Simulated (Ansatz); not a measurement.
Rows from a G0W0 calculation on LiGeN (P6_3mc) (Ansatz 0.2.0; G0W0 on PBE, plane waves, PAW; PAW set soft_1; 6×6×2 mesh, 96 empty bands, screening to 69 eV, PAW set soft_1 files), in eV. Spin-orbit coupling is left out.

```
row                       k  band   start       Σx  Σc at the solution      Vxc
  A   (0.167, 0.167, 0.000)    v1   7.578  -18.329               2.486  -15.727
  B  (0.000, -0.500, 0.000)    v1   6.592  -16.230               2.024  -13.873
  C   (0.167, 0.167, 0.000)    c1  12.063   -9.403              -4.243  -14.391
  D  (0.000, -0.500, 0.000)    c2   9.751   -9.323              -3.374  -13.163
  E  (0.000, -0.500, 0.000)    c1   9.045   -9.634              -2.996  -13.043
  F   (0.167, 0.167, 0.000)    c2  12.098  -10.094              -4.197  -15.070
```

**Question.** Give the quasiparticle energies and the shift of each level.

The quasiparticle equation reads E = start + Σx + Σc(E) − Vxc.

```
row  E (eV)  shift (eV)
  A   7.462      −0.116
  B   6.258      −0.333
  C  12.807      +0.744
  D  10.217      +0.466
  E   9.458      +0.413
  F  12.877      +0.779
```

The gap over the computed points goes from 1.47 eV to 2.00 eV.

Limits: not at the basis limit; no spin-orbit coupling.

[Paths, hosts, dates, memory and timing lines, banners, echoed tables and standing remarks are left out of the program output.]

[Logs are printed without paths, hosts, clocks, repeated set-up lines and the standing remarks that a program may print on its own settings, such as how far it seeks lower states.]

[Runs of the session that timed out or met a known fault of the program may be left out.]

[Cells called generated may have been cut or substituted from an entry of the Crystallography Open Database or the Materials Project.]

[Hosts, paths, dates, database ids (printed as entryN), source tags and the programs' standing remarks are cut or masked in the printed files.]
